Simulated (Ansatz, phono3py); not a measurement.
# Phonon transport in NaI (Fm-3m), part 3 of 3

Aim: the lattice thermal conductivity of NaI against temperature, and which phonons carry it.

Measurements to reproduce:
- thermal conductivity 1.8 W/m/K near room temperature (given in “Combining the AFLOW GIBBS and Elastic Libraries to efficiently and robustly screen thermo-mechanical properties of solids”, 2017, arXiv:1611.05714)
- thermal conductivity 1.8 W/m/K near room temperature (given in “Predicting the lattice thermal conductivity of solids by solving the Boltzmann transport equation: AFLOW - AAPL an automated, accurate and efficient framework”, 2017, arXiv:1611.05481)

Ansatz 0.2.0; DFT LDA, scalar-relativistic, plane waves, PAW.

So far. Step 2 (Probe on a coarse mesh): The start is under -1.6 GPa at this level and looks like an insulator or semiconductor on this mesh. Step 5 (Tight relaxation): The residual pressure is -0.0098 GPa, small enough for phonons. The relaxed cell has a = 6.261 Å (conventional setting).

### 6. Third-order constants and the Boltzmann equation (continued)

The spectral kappa at 300 K by frequency; read off at these points; values in W/m/K/THz:

```
frequency (THz)  relaxation time (W/m/K/THz)  full solution (W/m/K/THz)
           0.05                            0                          0
           0.15                            0                          0
           0.35                         1.46                       1.46
           0.45                          2.3                       2.31
           0.65                        0.553                      0.568
           0.75                         1.23                       1.29
           0.85                         1.96                       2.13
           0.95                         1.10                       1.27
           1.05                         1.55                       1.74
           1.25                         3.15                       3.50
           1.35                         3.36                       3.61
           1.55                         4.20                       4.47
           1.65                         3.58                       3.76
           1.85                        0.797                      0.869
           1.95                        0.714                      0.816
           2.05                        0.881                          1
           2.25                       0.0905                      0.143
           2.35                       0.0162                     0.0234
           2.55                            0                          0
           2.65                            0                          0
           2.85                            0                          0
           2.95                            0                          0
           3.15                            0                          0
           3.25                            0                          0
           3.45                            0                          0
           3.55                            0                          0
           3.65                            0                          0
           3.85                       0.0649                      0.165
           3.95                       0.0975                      0.240
           4.15                       0.0746                     0.0977
           4.25                        0.105                     0.0705
           4.45                        0.203                     0.0974
           4.55                        0.155                     0.0624
           4.75                       0.0879                     0.0218
           4.85                       0.0889                     0.0280
           5.05                       0.0302                    0.00202
           5.15                       0.0191                    0.00576
           5.35                      0.00426                    0.00144
           5.45                            0                    -1.2e-5
```

Relaxation-time solution. Table of share of κ carried by shorter paths by mean free path:

```
mean free path (nm)  100 K  300 K  500 K
              0.316      0  0.001  0.005
              0.464      0  0.004  0.008
              0.681      0  0.007  0.014
                  1  0.001  0.012  0.022
               1.47  0.002  0.018  0.033
               2.15  0.005  0.028   0.05
               3.16  0.008  0.042  0.083
               4.64  0.013  0.066  0.135
               6.81   0.02  0.114  0.221
                 10  0.029  0.184  0.325
               14.7  0.042   0.28  0.462
               21.5  0.078  0.396  0.558
               31.6  0.143  0.534   0.62
               46.4  0.233  0.605  0.763
               68.1  0.338   0.73   0.83
                100  0.496  0.814  0.861
                147  0.583  0.837  0.885
                215  0.686  0.882  0.885
                316   0.79  0.885  0.959
                464  0.836  0.885      1
                681  0.886  0.986      1
               1000   0.89      1      1
               1470   0.89      1      1
               2150   0.96      1      1
               3160      1      1      1
```

300 K; a sample spread over frequency. Mode lifetimes, by row, the first 40 of 90 rows:

| q1 | q2 | q3 | branch | frequency (THz) | rms speed (km/s) | three-phonon rate (1/ps) | isotope rate (1/ps) | lifetime (ps) | mean free path (nm) |
| --- | --- | --- | --- | --- | --- | --- | --- | --- | --- |
| 0 | 0.0588 | 0.0588 | 1 | 0.252 | 1.31 | 0.0019 | 0 | 528 | 690 |
| 0.0588 | 0.1176 | 0.1765 | 1 | 0.553 | 1.24 | 0.00757 | 0 | 132 | 164 |
| 0.0588 | 0.1176 | 0.1765 | 2 | 0.729 | 2.14 | 0.181 | 0 | 5.52 | 11.8 |
| 0 | 0.1176 | 0.2353 | 1 | 0.861 | 1.34 | 0.135 | 0 | 7.41 | 9.92 |
| 0 | 0.2941 | 0.2941 | 1 | 0.965 | 0.5 | 0.0111 | 0 | 90.5 | 45.1 |
| 0.0588 | 0.2353 | 0.2941 | 2 | 1.019 | 1.68 | 0.0923 | 0 | 10.8 | 18.2 |
| 0 | 0.2353 | 0.3529 | 1 | 1.085 | 0.93 | 0.114 | 0 | 8.78 | 8.14 |
| 0.0588 | 0.2941 | 0.4118 | 1 | 1.118 | 0.82 | 0.0486 | 0 | 20.6 | 16.9 |
| 0 | 0.3529 | 0.4118 | 2 | 1.138 | 1.06 | 0.0157 | 0 | 63.8 | 67.5 |
| 0 | 0.3529 | 0.4706 | 1 | 1.192 | 0.76 | 0.11 | 0 | 9.05 | 6.85 |
| 0.0588 | 0.1176 | 0.1765 | 3 | 1.235 | 2.72 | 0.253 | 0 | 3.95 | 10.8 |
| 0 | 0.2353 | -0.2353 | 1 | 1.26 | 0.83 | 0.0127 | 0 | 79 | 65.9 |
| 0.0588 | 0.3529 | -0.4706 | 1 | 1.3 | 0.92 | 0.138 | 0 | 7.23 | 6.67 |
| 0.1176 | 0.2353 | 0.3529 | 2 | 1.333 | 1.7 | 0.253 | 0 | 3.95 | 6.7 |
| 0.0588 | 0.2353 | 0.4706 | 1 | 1.366 | 1.06 | 0.208 | 0 | 4.8 | 5.08 |
| 0.1765 | 0.3529 | -0.4118 | 1 | 1.414 | 0.78 | 0.0301 | 0 | 33.2 | 25.9 |
| 0 | 0.1765 | -0.1765 | 2 | 1.44 | 1.21 | 0.356 | 0 | 2.81 | 3.41 |
| 0.1765 | 0.4118 | -0.2353 | 1 | 1.467 | 0.58 | 0.0131 | 0 | 76.1 | 44.1 |
| 0.1176 | 0.3529 | 0.4706 | 2 | 1.501 | 1.68 | 0.0961 | 0 | 10.4 | 17.5 |
| 0 | 0.1176 | -0.3529 | 1 | 1.524 | 1.08 | 0.12 | 0 | 8.34 | 9.04 |
| 0 | 0.2941 | -0.3529 | 1 | 1.548 | 0.71 | 0.0294 | 0 | 34.1 | 24.1 |
| 0.0588 | 0.1176 | 0.4706 | 1 | 1.568 | 0.85 | 0.161 | 0 | 6.23 | 5.31 |
| 0.0588 | 0.1765 | 0.4118 | 2 | 1.594 | 1.22 | 0.0871 | 0 | 11.5 | 14 |
| 0 | 0.1765 | -0.4706 | 1 | 1.616 | 0.66 | 0.144 | 0 | 6.95 | 4.56 |
| 0.1765 | 0.4706 | -0.3529 | 2 | 1.637 | 0.6 | 0.0415 | 0 | 24.1 | 14.6 |
| 0.0588 | 0.3529 | -0.2941 | 2 | 1.662 | 0.62 | 0.0562 | 0 | 17.8 | 11 |
| 0.0588 | 0.2353 | -0.2353 | 2 | 1.679 | 0.6 | 0.0837 | 0 | 11.9 | 7.23 |
| 0.1176 | 0.4706 | -0.4118 | 3 | 1.691 | 0.62 | 0.051 | 0 | 19.6 | 12.1 |
| 0.0588 | 0.1765 | 0.2353 | 3 | 1.706 | 2.28 | 0.146 | 0 | 6.83 | 15.5 |
| 0.0588 | 0.3529 | -0.4118 | 2 | 1.718 | 0.98 | 0.068 | 0 | 14.7 | 14.4 |
| 0.0588 | 0.1765 | -0.3529 | 2 | 1.741 | 0.41 | 0.123 | 0 | 8.13 | 3.34 |
| 0 | 0.1176 | -0.4706 | 2 | 1.763 | 0.45 | 0.149 | 0 | 6.73 | 3.04 |
| 0.0588 | 0.1176 | 0.2941 | 3 | 1.785 | 1.8 | 0.111 | 0 | 9.02 | 16.3 |
| 0.0588 | 0.3529 | -0.4118 | 3 | 1.84 | 1.53 | 0.117 | 0 | 8.53 | 13.1 |
| 0.0588 | 0.1765 | 0.2941 | 3 | 1.906 | 1.74 | 0.226 | 0 | 4.43 | 7.71 |
| 0.1176 | 0.3529 | -0.4706 | 3 | 1.965 | 1.19 | 0.191 | 0 | 5.25 | 6.27 |
| 0 | 0.2941 | -0.4118 | 3 | 2.025 | 1.36 | 0.143 | 0 | 7.01 | 9.51 |
| 0.1176 | 0.2353 | 0.3529 | 3 | 2.052 | 1.17 | 0.3 | 0 | 3.33 | 3.9 |
| 0.1176 | 0.2941 | -0.3529 | 3 | 2.105 | 0.59 | 0.226 | 0 | 4.42 | 2.61 |
| 0.1176 | 0.2353 | 0.4118 | 3 | 2.139 | 0.51 | 0.347 | 0 | 2.88 | 1.48 |

Without the LO-TO term. Gamma linewidths, by row:

```csv
branch,frequency (cm⁻¹),three-phonon rate (1/ps),isotope rate (1/ps),FWHM (cm⁻¹)
4,130.6,1.41,0,7.5
5,130.6,1.41,0,7.5
6,130.6,1.41,0,7.5
```

W/m/K, third of the trace; RTA populations with a boundary rate v/L added to each mode (Matthiessen's rule). Kappa by grain size, by row:

```csv
T (K),bulk,10 nm,30 nm,100 nm,300 nm,1000 nm,10000 nm,100000 nm
100,13.86,1.747,3.599,6.497,9.206,11.46,13.44,13.81
300,4.043,1.19,1.962,2.789,3.354,3.739,4.003,4.039
```

At 300 K the relaxation-time value is 4.09 W/(m K).

### 7. Outcome

```yaml
highest_frequency: 180.7 cm⁻¹
debye_temperature_from_the_second_moment: 199 K
kappa_at_300_k_relaxation_time: 4.09 W/m/K
kappa_at_300_k_full_solution: 4.37 W/m/K
mean_free_path_at_half_of_kappa: 26.8 nm
share_of_kappa_above_the_three_lowest_branches: 0.033
```

The lattice of NaI conducts 4.37 W/(m K) at 300 K by LDA (mean over directions, full solution). The full solution lies +7 % from the relaxation-time value at 300 K. Above 300 K the relaxation-time κ falls as T^-1.00, near the 1/T law of three-phonon scattering. Grains of 100 nm would keep 69 % of the bulk value at 300 K, and grains of 1 µm 92 %. A measured thermal conductivity near room temperature is 1.8 W/m/K (arXiv:1611.05714); the calculated 4.37 W/m/K differs by +143 %. The relaxed cell is 9 % smaller in volume than the database cell, which stiffens most phonons and usually raises κ; no run here tested that. Four-phonon, defect and boundary scattering, which are left out, would lower the calculated value; thermal expansion is left out too. The sum rules changed one orbit of cubic constants by up to 9 %. The conductivities include the coherence part between close branches; the shares for grains, isotopes, branches and paths are of the relaxation-time populations alone. Cubic couplings among atoms farther apart than the pair cutoff are dropped, and neither the cutoff nor the q-mesh was shown to be converged here. The PAW files were made for PBE and are used here under another functional, for which the program regenerates the frozen cores. The cell of these runs is 9 % smaller in volume than the database cell; frequencies and all that rests on them shift with it.

[Logs are printed without paths, hosts, clocks, repeated set-up lines and the standing remarks that a program may print on its own settings, such as how far it seeks lower states.]

[Hosts, paths, dates, database ids (printed as entryN), source tags and the programs' standing remarks are cut or masked in the printed files.]

[A step with changed settings may run another functional than the one named; its input shows which.]
